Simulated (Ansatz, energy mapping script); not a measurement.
# Spin model of CrO2 from collinear orders

Wanted: the magnetic order of CrO2, its couplings and an estimate of its ordering temperature, by PBE+U+V (3.5 eV).

Calculated with Ansatz 0.2.0; PBE with U = 3.5 eV on Cr d and V = 0.5 eV between Cr d and O p, ortho-atomic projectors; plane waves, U on orthogonalised atomic orbitals unless named otherwise, collinear spin, no spin–orbit coupling.

**1. The starting structure**

The structure is tetragonal, space group P4_2/mnm (No. 136). The conventional cell has a = 4.421 Å, b = 4.421 Å, c = 2.917 Å, α = 90.00°, β = 90.00°, γ = 90.00°. Nearest to Cr lie 6 O at 1.88 to 1.92 Å. Nearest to O lie 3 Cr at 1.88 to 1.92 Å. Farther neighbours and most contacts between anions are not listed.

An inter-site V favours bonding between the shell and its ligands, which a U alone tends to weaken.

**2. A run to fix the orbital filling**

A corrected shell can settle in several orbital fillings. One parallel run, with an occupation width a fifth wider than the orders use, therefore is to supply the occupation matrices. All orders start from them.

Input file input.yaml:

```yaml
crystal:
  lattice:
    - [4.421, 0.0, 0.0]
    - [0.0, 4.421, 0.0]
    - [0.0, 0.0, 2.917]
  atoms:
    - { symbol: Cr, position: [0.0, 0.0, 0.0], spin: 3.0 }
    - { symbol: Cr, position: [0.5, 0.5, 0.5], spin: 3.0 }
    - { symbol: O, position: [0.301, 0.301, 0.0] }
    - { symbol: O, position: [0.199, 0.801, 0.5] }
    - { symbol: O, position: [0.699, 0.699, 0.0] }
    - { symbol: O, position: [0.801, 0.199, 0.5] }
magnetization:
  spin_polarized: true
kpoints:
  mp_grid: { grid: [8, 8, 12] }
hamiltonian:
  xc: pbe
  hubbard:
    sites: [{ species: Cr, l: d, u_eff: 3.5 }, { species: O, l: p, u_eff: 0.0 }]
    v: [{ species: [Cr, O], l: [d, p], v: 0.5, r_cut: 2.641 }]
    projectors: ortho-atomic
scf:
  occupations: { method: fermi_dirac, width: 0.06 }
output:
  eigenvalues: true
```

The run is started by

```sh
ansatz run input.yaml --threads 4 --pin off --max-ram 14336MiB --backend cpu --events-out ev --progress --plain --runs-dir out
```

Numbers of over 12 decimals in the logs are rounded to 6 here.

The program printed:

```text
Engine: ansatz 0.2.0, aarch64-unknown-linux-gnu
Pseudopotentials: kind: paw
Pseudopotential: Cr, paw, valence charge 14, recommended cutoff 420 eV (normal), Cr.paw.azcp
Pseudopotential: O, paw, valence charge 6, recommended cutoff 420 eV (normal), O.paw.azcp
Functional definition: PBE
  parameter kappa = 0.804
  parameter beta = 0.066725
  exchange = pbe_x(kappa = kappa, mu = beta*pi^2/3)
  correlation = pbe_c(beta = beta)
Crystal: 6 atoms, lattice volume = 57.013 Å³
Basis set: ecut = 420 eV, 1121 PW (Γ)
Bands: 35, of which v1, the nominal top of the filled ones, is band 26 counted from 1 (25 counted from 0)
Symmetry: 16 space group operations
Space group: P42/mnm (ITA 136), of the structure as read, at distance tolerance 3.8e-5 Å
Magnetic group: BNS 136.495 (UNI 1155), of the structure as read, at distance tolerance 3.8e-5 Å
k-points: 105 of 768
Non-local potential: Cr, projectors of the file, l = 0: 3, l = 1: 2, l = 2: 3, l = 3: 1
Non-local potential: O, projectors of the file, l = 0: 2, l = 1: 2, l = 2: 1
PAW form: soft (Blöchl's): semilocal exchange-correlation on the pseudo side does not see the compensation charge
PAW one-centre angular grid: Cr, 590 points (default); XC on 64 Gauss nodes
PAW one-centre angular grid: O, 110 points (default); XC on 64 Gauss nodes
Initial density: superposition of atomic densities (chi_scale 0.1, normalization cell, long waves kept (reshape's long-wave potential 0.00 eV rms))
Starting moments: Σ|m| = 6 μB on 2 of 6 sites
Initial wavefunctions: pseudopotential atomic-orbital guess
Functional: x = pbe(κ = 0.804, μ = 0.219515), c = pbe(β = 0.066725)
SCF iter   1: F=—  HF=-9019.160333 eV  |F-HF|=—  |Δ(HF+E_count)|=         —  Δρ=8.08e-2 (↑8.08e-2 ↓6.44e-2)  dr2=4.80e0  dr2_m=1.64e0  M=4.000 μB ∫|m|=5.742 μB  β_m=0.30  ethr=3.10e-3  ⟨swp⟩=5.3  Hψ=24066  notcnv=0  defer=6
preconditioner: auto → Kerker (q_TF=auto, 2.687 Å⁻¹)  [metal: Δε(μ)=0.036 eV  Ē_g=11.511 eV  σ=0.060 eV  W_gap=0.15  n_scr=18 (ndim 8)  ℏωp=29.5 eV  f_vac=0.000  D(μ)=1.55/eV (n_scr^D=10)]
spin=Collinear: Kerker preconditioning applied to the charge; magnetization (m = ρ↑ − ρ↓) channel mixes plain (no charge-response kernel on spin).
SCF iter   2: F=—  HF=-9020.328962 eV  |F-HF|=—  |Δ(HF+E_count)|=    1.17e0  Δρ=4.29e-2 (↑4.29e-2 ↓4.14e-2)  dr2=5.94e-1  dr2_m=7.02e-1  M=4.000 μB ∫|m|=6.019 μB  β_m=0.30  ethr=3.10e-3  ⟨swp⟩=2.8  Hψ=14477  notcnv=0  defer=191
SCF iter   3: F=—  HF=-9021.180241 eV  |F-HF|=—  |Δ(HF+E_count)|=   8.51e-1  Δρ=3.10e-2 (↑3.10e-2 ↓2.90e-2)  dr2=2.12e-1  dr2_m=3.67e-1  M=4.000 μB ∫|m|=6.024 μB  β_m=0.30  ethr=1.14e-3  ⟨swp⟩=2.0  Hψ=9250  notcnv=0  defer=192
[...]
SCF iter  12: F=—  HF=-9022.177229 eV  |F-HF|=—  |Δ(HF+E_count)|=   1.27e-4  Δρ=2.12e-4 (↑2.12e-4 ↓6.17e-5)  dr2=7.19e-6  dr2_m=9.21e-6  M=4.000 μB ∫|m|=5.674 μB  β_m=0.95  ethr=3.30e-8  ⟨swp⟩=2.0  Hψ=12665  notcnv=0  defer=218
SCF iter  13: F=—  HF=-9022.177269 eV  |F-HF|=—  |Δ(HF+E_count)|=   4.02e-5  Δρ=7.26e-5 (↑7.26e-5 ↓4.39e-5)  dr2=6.71e-6  dr2_m=3.90e-7  M=4.000 μB ∫|m|=5.666 μB  β_m=0.97  ethr=1.38e-8  ⟨swp⟩=2.0  Hψ=12570  notcnv=0  defer=218
SCF iter  14: F=—  HF=-9022.177269 eV  |F-HF|=—  |Δ(HF+E_count)|=   2.57e-7  Δρ=2.04e-5 (↑2.04e-5 ↓1.19e-5)  dr2=2.42e-7  dr2_m=5.55e-8  M=4.000 μB ∫|m|=5.667 μB  β_m=0.98  ethr=1.29e-8  ⟨swp⟩=2.8  Hψ=11950  notcnv=0  defer=218
SCF iter  15: F=—  HF=-9022.177269 eV  |F-HF|=—  |Δ(HF+E_count)|=   3.67e-8  Δρ=9.62e-6 (↑9.62e-6 ↓5.51e-6)  dr2=1.11e-7  dr2_m=3.26e-9  M=4.000 μB ∫|m|=5.667 μB  β_m=0.99  ethr=1.92e-10  ⟨swp⟩=7.9  Hψ=21228  notcnv=0
SCF iter  16: F=-9022.177269 eV  HF=-9022.177269 eV  |F-HF|=4.33e-9  |Δ(HF+E_count)|=   2.67e-9  Δρ=2.40e-6 (↑2.40e-6 ↓1.53e-6)  dr2=9.99e-9  dr2_m=1.38e-10  M=4.000 μB ∫|m|=5.667 μB  ethr=1.92e-10  ⟨swp⟩=2.0  Hψ=13679  notcnv=0
SCF 1 converged in 16 iterations: F = -9022.177269 eV  dr2 = 9.99e-9
[...]
SCF converged after 16 iterations
Magnetization: 4.0000 μB (28.0000 up, 24.0000 down)
Absolute magnetization: 5.6667 μB (∫|ρ↑−ρ↓|, with the PAW one-centre terms)
Spin contamination: 0.3740 ħ² per cell (⟨S²⟩ above its minimum at these occupations)
Per-site moments (μB) at R_I (Å): [(1.925345, 0.776294), (1.925345, 0.776294), (-0.185443, 0.776294), (-0.185443, 0.776294), (-0.185443, 0.776294), (-0.185443, 0.776294)]
Free energy (F): -9022.177269 eV
Harris-Foulkes:  -9022.177269 eV  (|F-HF|=4.33e-9)
Internal energy: -9022.168282 eV  (E = F + TS)
E sigma→0 (E₀):  -9022.172775 eV
Entropy (-TS):   -0.008988 eV (-1.498 meV/atom)
Fermi energy:    10.494916 eV
--- Per-component energies (eV) ---
  E_band       = -509.638599
  E_kinetic    = 1378.599473
  E_local      = -4412.115770  (includes V_loc(G=0)·N_el)
  E_nonlocal   = 346.354675
  E_hartree    = 1762.488280
  E_xc         = -572.267531
  E_vxc        = -730.000524  (∫ρ·V_xc dr)
  E_hubbard    = 4.321693  (on-site DFT+U / exact-exchange correction)
  E_vhub       = -6.375887  (the Hubbard potential's part of the band-sum identity)
  E_paw        = -3017.417614  (= ΣΔE_a)
  E_vpaw       = -611.093242  (= ΣTr[D̂ρ^β])
  E_aug_tail   = 0.010965  (compensation charges beyond the density's cutoff)
  E_ewald      = -4512.142452
  E_smearing   = -0.008988  (= −TS)
  E_closure    = -0.000000  (closes the sum)
  Σ components = -9022.177269   (vs F -9022.177269, Δ=0.00e0)
--- Band table (eV; the first three rows and the last of 210) ---
  k-point 0 ↑: bands = [... 22 lower, 8.3159, 8.4091, 8.8666, 9.2616, 9.7448, 9.7448, 10.3557, 11.9887, ... 5 higher]
  k-point 1 ↑: bands = [... 22 lower, 8.1343, 8.5539, 8.8726, 9.2484, 9.9181, 9.9181, 10.2680, 11.9452, ... 5 higher]
  k-point 2 ↑: bands = [... 22 lower, 7.7745, 8.6937, 8.8378, 9.2164, 10.0686, 10.2640, 10.2640, 11.8156, ... 5 higher]
  k-point 104 ↓: bands = [... 22 lower, 9.1008, 9.1008, 13.3428, 13.3428, 14.1010, 14.1010, 14.4453, 14.4453, ... 5 higher]
Occupation matrices written to <dir>
```

Elapsed: 22 s, on 4 threads of Arm Neoverse V1, shared host; peak memory 0.62 GiB; 85 s of CPU time.

Numbers from this step:

* final state: ferromagnetic
* electrons in the corrected shells: 4.291, 4.291, 4.850, 4.850, 4.850, 4.850 e
* largest moment: 1.925 μB

**3. Run 1 (parallel; cell A, 12 atoms)**

Each cell gets its own parallel run on the same mesh, so that most of the mesh error cancels in the differences.

Input file input.yaml:

```yaml
crystal:
  lattice:
    - [4.421, 0.0, 0.0]
    - [0.0, 4.421, 0.0]
    - [0.0, 0.0, 5.834]
  atoms:
    - { symbol: Cr, position: [0.0, 0.0, 0.0], spin: 3.0 }
    - { symbol: Cr, position: [0.0, 0.0, 0.5], spin: 3.0 }
    - { symbol: Cr, position: [0.5, 0.5, 0.25], spin: 3.0 }
    - { symbol: Cr, position: [0.5, 0.5, 0.75], spin: 3.0 }
    - { symbol: O, position: [0.301, 0.301, 0.0] }
    - { symbol: O, position: [0.301, 0.301, 0.5] }
    - { symbol: O, position: [0.199, 0.801, 0.25] }
    - { symbol: O, position: [0.199, 0.801, 0.75] }
    - { symbol: O, position: [0.699, 0.699, 0.0] }
    - { symbol: O, position: [0.699, 0.699, 0.5] }
    - { symbol: O, position: [0.801, 0.199, 0.25] }
    - { symbol: O, position: [0.801, 0.199, 0.75] }
magnetization:
  spin_polarized: true
kpoints:
  mp_grid: { grid: [8, 8, 6] }
hamiltonian:
  xc: pbe
  hubbard:
    sites:
      - { species: Cr, l: d, u_eff: 3.5 }
      - { species: O, l: p, u_eff: 0.0 }
      - { site: 0, l: d, u_eff: 3.5, starting_ns: [{ spin: up, occupation_matrix: cr1_major }, { spin: down, occupation_matrix: cr1_minor }] }
      - { site: 1, l: d, u_eff: 3.5, starting_ns: [{ spin: up, occupation_matrix: cr1_major }, { spin: down, occupation_matrix: cr1_minor }] }
      - { site: 2, l: d, u_eff: 3.5, starting_ns: [{ spin: up, occupation_matrix: cr2_major }, { spin: down, occupation_matrix: cr2_minor }] }
      - { site: 3, l: d, u_eff: 3.5, starting_ns: [{ spin: up, occupation_matrix: cr2_major }, { spin: down, occupation_matrix: cr2_minor }] }
    v: [{ species: [Cr, O], l: [d, p], v: 0.5, r_cut: 2.641 }]
    projectors: ortho-atomic
    occupation_matrices:
      cr1_major:
        matrix:
          - [0.807, 0.0, 0.0, 0.0, 0.257]
          - [0.0, 0.64, 0.247, 0.0, 0.0]
          - [0.0, 0.247, 0.64, 0.0, 0.0]
          - [0.0, 0.0, 0.0, 0.648, 0.0]
          - [0.257, 0.0, 0.0, 0.0, 0.596]
      cr1_minor:
        matrix:
          - [0.152, 0.0, 0.0, 0.0, -0.093]
          - [0.0, 0.212, -0.085, 0.0, 0.0]
          - [0.0, -0.085, 0.212, 0.0, 0.0]
          - [0.0, 0.0, 0.0, 0.145, 0.0]
          - [-0.093, 0.0, 0.0, 0.0, 0.24]
      cr2_major:
        matrix:
          - [0.807, 0.0, 0.0, 0.0, -0.257]
          - [0.0, 0.64, -0.247, 0.0, 0.0]
          - [0.0, -0.247, 0.64, 0.0, 0.0]
          - [0.0, 0.0, 0.0, 0.648, 0.0]
          - [-0.257, 0.0, 0.0, 0.0, 0.596]
      cr2_minor:
        matrix:
          - [0.152, 0.0, 0.0, 0.0, 0.093]
          - [0.0, 0.212, 0.085, 0.0, 0.0]
          - [0.0, 0.085, 0.212, 0.0, 0.0]
          - [0.0, 0.0, 0.0, 0.145, 0.0]
          - [0.093, 0.0, 0.0, 0.0, 0.24]
scf:
  occupations: { method: fermi_dirac, width: 0.05 }
output:
  eigenvalues: true
```

The program printed:

```text
[...]
Crystal: 12 atoms, lattice volume = 114.027 Å³
Basis set: ecut = 420 eV, 2259 PW (Γ)
Bands: 70, of which v1, the nominal top of the filled ones, is band 52 counted from 1 (51 counted from 0)
Symmetry: 32 space group operations
[...]
k-points: 60 of 384
[...]
Starting moments: Σ|m| = 12 μB on 4 of 12 sites
[...]
SCF iter   1: F=—  HF=-18041.237850 eV  |F-HF|=—  |Δ(HF+E_count)|=         —  Δρ=1.03e-1 (↑1.03e-1 ↓6.45e-2)  dr2=1.50e1  dr2_m=4.13e0  M=8.000 μB ∫|m|=10.396 μB  β_m=0.30  ethr=3.10e-3  ⟨swp⟩=5.7  Hψ=26432  notcnv=0  defer=91
[...]
SCF iter  15: F=-18044.351831 eV  HF=-18044.351831 eV  |F-HF|=1.09e-8  |Δ(HF+E_count)|=   1.58e-7  Δρ=5.17e-6 (↑5.17e-6 ↓1.02e-6)  dr2=2.35e-8  dr2_m=8.25e-9  M=8.000 μB ∫|m|=11.329 μB  ethr=9.62e-11  ⟨swp⟩=2.5  Hψ=16101  notcnv=0
SCF 1 converged in 15 iterations: F = -18044.351831 eV  dr2 = 2.35e-8
[...]
SCF converged after 15 iterations
Magnetization: 8.0000 μB (56.0000 up, 48.0000 down)
Absolute magnetization: 11.3294 μB (∫|ρ↑−ρ↓|, with the PAW one-centre terms)
[...]
Per-site moments (μB) at R_I (Å): [(1.924974, 0.776294), (1.924974, 0.776294), (1.924974, 0.776294), (1.924974, 0.776294), (-0.185224, 0.776294), (-0.185224, 0.776294), (-0.185224, 0.776294), (-0.185224, 0.776294), (-0.185224, 0.776294), (-0.185224, 0.776294), (-0.185224, 0.776294), (-0.185224, 0.776294)]
Free energy (F): -18044.351831 eV
[...]
Internal energy: -18044.339715 eV  (E = F + TS)
E sigma→0 (E₀):  -18044.345773 eV
Entropy (-TS):   -0.012116 eV (-1.010 meV/atom)
Fermi energy:    10.494958 eV
[...]
--- Specified on-site occupations, and those of the state reported ---
  electrons in the specified blocks: 17.1680 specified, 17.1643 found
  site 0 (l=d) ↑: largest change of an orbital's occupation 0.0013; electrons 3.3310 specified, 3.3309 found; spectral distance 0.0016
[...]
site 3 (l=d) ↓: largest change of an orbital's occupation 0.0004; electrons 0.9610 specified, 0.9602 found; spectral distance 0.0006
[...]
--- Band table (eV; the first three rows and the last of 120) ---
  k-point 0 ↑: bands = [... 48 lower, 8.6347, 8.6347, 8.8696, 9.2615, 9.7447, 9.7447, 10.3556, 10.6728, ... 14 higher]
  k-point 1 ↑: bands = [... 48 lower, 8.5773, 8.8241, 8.8756, 9.2483, 9.9177, 9.9177, 10.2679, 10.3469, ... 14 higher]
  k-point 2 ↑: bands = [... 48 lower, 8.6937, 8.8407, 9.0257, 9.2160, 10.0685, 10.0830, 10.2632, 10.2632, ... 14 higher]
  k-point 59 ↓: bands = [... 48 lower, 13.7141, 13.7141, 13.7141, 13.7141, 13.7524, 13.7524, 13.7524, 13.7524, ... 14 higher]
Occupation matrices written to <dir>
```

It took 52 s on 4 threads; peak memory 1.1 GiB.

Spin moment in the sphere by atom:

| atom | spin moment in the sphere (μB) |
| --- | --- |
| Cr1 | 1.92 |
| Cr2 | 1.92 |
| Cr3 | 1.92 |
| Cr4 | 1.92 |
| O5 | -0.19 |
| O6 | -0.19 |
| O7 | -0.19 |
| O8 | -0.19 |
| O9 | -0.19 |
| O10 | -0.19 |
| O11 | -0.19 |
| O12 | -0.19 |

The run ends ferromagnetic.

**4. Compensated +−+− start in cell A (12 atoms)**

This order reverses 2 of the 2 neighbours at 2.92 Å, 4 of the 8 neighbours at 3.45 Å and 0 of the 4 neighbours at 4.42 Å, counted for an average magnetic atom.

input.yaml, as its differences from that of step 3:

```diff
@@ -7,5 +7,5 @@
     - { symbol: Cr, position: [0.0, 0.0, 0.0], spin: 3.0 }
-    - { symbol: Cr, position: [0.0, 0.0, 0.5], spin: 3.0 }
+    - { symbol: Cr, position: [0.0, 0.0, 0.5], spin: -3.0 }
     - { symbol: Cr, position: [0.5, 0.5, 0.25], spin: 3.0 }
-    - { symbol: Cr, position: [0.5, 0.5, 0.75], spin: 3.0 }
+    - { symbol: Cr, position: [0.5, 0.5, 0.75], spin: -3.0 }
     - { symbol: O, position: [0.301, 0.301, 0.0] }
@@ -29,5 +29,5 @@
       - { site: 0, l: d, u_eff: 3.5, starting_ns: [{ spin: up, occupation_matrix: cr1_major }, { spin: down, occupation_matrix: cr1_minor }] }
-      - { site: 1, l: d, u_eff: 3.5, starting_ns: [{ spin: up, occupation_matrix: cr1_major }, { spin: down, occupation_matrix: cr1_minor }] }
+      - { site: 1, l: d, u_eff: 3.5, starting_ns: [{ spin: up, occupation_matrix: cr1_minor }, { spin: down, occupation_matrix: cr1_major }] }
       - { site: 2, l: d, u_eff: 3.5, starting_ns: [{ spin: up, occupation_matrix: cr2_major }, { spin: down, occupation_matrix: cr2_minor }] }
-      - { site: 3, l: d, u_eff: 3.5, starting_ns: [{ spin: up, occupation_matrix: cr2_major }, { spin: down, occupation_matrix: cr2_minor }] }
+      - { site: 3, l: d, u_eff: 3.5, starting_ns: [{ spin: up, occupation_matrix: cr2_minor }, { spin: down, occupation_matrix: cr2_major }] }
     v: [{ species: [Cr, O], l: [d, p], v: 0.5, r_cut: 2.641 }]
```

The program printed:

```text
[...]
Crystal: 12 atoms, lattice volume = 114.027 Å³
Basis set: ecut = 420 eV, 2259 PW (Γ)
Bands: 70, of which v1, the nominal top of the filled ones, is band 52 counted from 1 (51 counted from 0)
Symmetry: 8 space group operations
[...]
k-points: 60 of 384 (time reversal used)
[...]
Starting moments: Σ|m| = 12 μB on 4 of 12 sites
Starting magnetic order: antiferromagnet; a translation exchanges its spin sublattices: spin-degenerate at every k-point
[...]
SCF iter   1: F=—  HF=-18040.498999 eV  |F-HF|=—  |Δ(HF+E_count)|=         —  Δρ=8.77e-2 (↑8.77e-2 ↓8.77e-2)  dr2=1.59e1  dr2_m=4.22e0  M=0.000 μB ∫|m|=9.724 μB  β_m=0.30  ethr=3.10e-3  ⟨swp⟩=4.5  Hψ=24496  notcnv=0  defer=337
[...]
SCF iter  16: F=-18043.627319 eV  HF=-18043.627319 eV  |F-HF|=3.42e-8  |Δ(HF+E_count)|=   2.69e-8  Δρ=3.46e-6 (↑3.46e-6 ↓2.96e-6)  dr2=4.21e-8  dr2_m=1.19e-9  M=0.000 μB ∫|m|=9.441 μB  ethr=9.62e-11  ⟨swp⟩=1.8  Hψ=22064  notcnv=0
SCF 1 converged in 16 iterations: F = -18043.627319 eV  dr2 = 4.21e-8
[...]
SCF converged after 16 iterations
Magnetization: 0.0000 μB (52.0000 up, 52.0000 down)
Absolute magnetization: 9.4541 μB (∫|ρ↑−ρ↓|, with the PAW one-centre terms)
[...]
Per-site moments (μB) at R_I (Å): [(1.734965, 0.776294), (-1.734952, 0.776294), (1.734965, 0.776294), (-1.734952, 0.776294), (-0.079616, 0.776294), (0.079614, 0.776294), (-0.079616, 0.776294), (0.079614, 0.776294), (-0.079616, 0.776294), (0.079614, 0.776294), (-0.079616, 0.776294), (0.079614, 0.776294)]
Free energy (F): -18043.627319 eV
[...]
Internal energy: -18043.622420 eV  (E = F + TS)
E sigma→0 (E₀):  -18043.624869 eV
Entropy (-TS):   -0.004899 eV (-0.408 meV/atom)
Fermi energy:    10.246854 eV
[...]
--- Specified on-site occupations, and those of the state reported ---
  electrons in the specified blocks: 17.1680 specified, 17.0476 found
[...]
--- Band table (eV; the first three rows and the last of 120) ---
  k-point 0 ↑: bands = [... 48 lower, 9.5273, 9.6857, 9.6857, 10.0683, 10.2779, 11.5030, 12.5392, 12.7579, ... 14 higher]
  k-point 1 ↑: bands = [... 48 lower, 9.1702, 9.9807, 9.9807, 10.0324, 10.2139, 11.4670, 12.5779, 12.7857, ... 14 higher]
  k-point 2 ↑: bands = [... 48 lower, 9.0392, 9.7447, 10.2059, 10.2318, 10.2318, 11.3870, 12.6514, 12.8421, ... 14 higher]
  k-point 59 ↓: bands = [... 48 lower, 8.8221, 8.8221, 9.3959, 9.3959, 11.4788, 11.4788, 13.2008, 13.2008, ... 14 higher]
Occupation matrices written to <dir>
```

Elapsed: 53 s, on 4 threads; peak memory 1 GiB.

Spin moment in the sphere by atom:

| atom | spin moment in the sphere (μB) |
| --- | --- |
| Cr1 | 1.73 |
| Cr2 | -1.73 |
| Cr3 | 1.73 |
| Cr4 | -1.73 |
| O5 | -0.08 |
| O6 | 0.08 |
| O7 | -0.08 |
| O8 | 0.08 |
| O9 | -0.08 |
| O10 | 0.08 |
| O11 | -0.08 |
| O12 | 0.08 |

The run ends antiferromagnetic, 180.23 meV a magnetic atom above the parallel order of its cell, a difference that unlike orbital or electronic states can set, not exchange alone (energies taken at zero occupation width, not the printed F).

**5. Uncompensated +++− start in cell A (12 atoms)**

This order reverses 1 of the 2 neighbours at 2.92 Å, 4 of the 8 neighbours at 3.45 Å and 0 of the 4 neighbours at 4.42 Å, counted for an average magnetic atom.

input.yaml, as its differences from that of step 4:

```diff
@@ -7,3 +7,3 @@
     - { symbol: Cr, position: [0.0, 0.0, 0.0], spin: 3.0 }
-    - { symbol: Cr, position: [0.0, 0.0, 0.5], spin: -3.0 }
+    - { symbol: Cr, position: [0.0, 0.0, 0.5], spin: 3.0 }
     - { symbol: Cr, position: [0.5, 0.5, 0.25], spin: 3.0 }
@@ -29,3 +29,3 @@
       - { site: 0, l: d, u_eff: 3.5, starting_ns: [{ spin: up, occupation_matrix: cr1_major }, { spin: down, occupation_matrix: cr1_minor }] }
-      - { site: 1, l: d, u_eff: 3.5, starting_ns: [{ spin: up, occupation_matrix: cr1_minor }, { spin: down, occupation_matrix: cr1_major }] }
+      - { site: 1, l: d, u_eff: 3.5, starting_ns: [{ spin: up, occupation_matrix: cr1_major }, { spin: down, occupation_matrix: cr1_minor }] }
       - { site: 2, l: d, u_eff: 3.5, starting_ns: [{ spin: up, occupation_matrix: cr2_major }, { spin: down, occupation_matrix: cr2_minor }] }
```

The program printed:

```text
[...]
Crystal: 12 atoms, lattice volume = 114.027 Å³
Basis set: ecut = 420 eV, 2259 PW (Γ)
Bands: 70, of which v1, the nominal top of the filled ones, is band 52 counted from 1 (51 counted from 0)
Symmetry: 8 space group operations
[...]
k-points: 84 of 384
[...]
Starting moments: Σ|m| = 12 μB on 4 of 12 sites
[...]
k-point 1 ↑: bands = [... 48 lower, 9.2105, 9.2915, 9.4606, 9.8482, 10.1732, 10.2037, 10.6934, 10.9034, ... 14 higher]
  k-point 2 ↑: bands = [... 48 lower, 8.9020, 9.1576, 9.4249, 10.0235, 10.1699, 10.4552, 10.4677, 10.7450, ... 14 higher]
  k-point 83 ↓: bands = [... 48 lower, 8.8940, 9.2655, 11.8221, 13.0750, 13.2900, 13.5413, 13.5857, 13.6486, ... 14 higher]
Occupation matrices written to <dir>
[key lines of the parts left out:]
SCF converged after 20 iterations
Magnetization: 4.0001 μB (54.0000 up, 50.0000 down)
Free energy (F): -18043.812075 eV
Fermi energy:    10.398399 eV
```

Run time: 95 s. Hardware: 4 threads; peak memory 1.5 GiB; 6.2 min of CPU time.

The run ends ferrimagnetic, 134.13 meV a magnetic atom above the parallel order of its cell, a difference that unlike orbital or electronic states can set, not exchange alone (energies taken at zero occupation width, not the printed F).

[end of part 1 of 2]

[Logs and program files are shortened in this print: banners, set-up blocks, solver, clock and traceback lines can be left out without a mark of their own.]

[Logs are printed without paths, hosts, clocks, repeated set-up lines and the standing remarks that a program may print on its own settings, such as how far it seeks lower states.]

[Hosts, paths, dates, database ids (printed as entryN), source tags and the programs' standing remarks are cut or masked in the printed files.]

[Where a cell is said to come from a database of computed structures, the database is the Materials Project.]
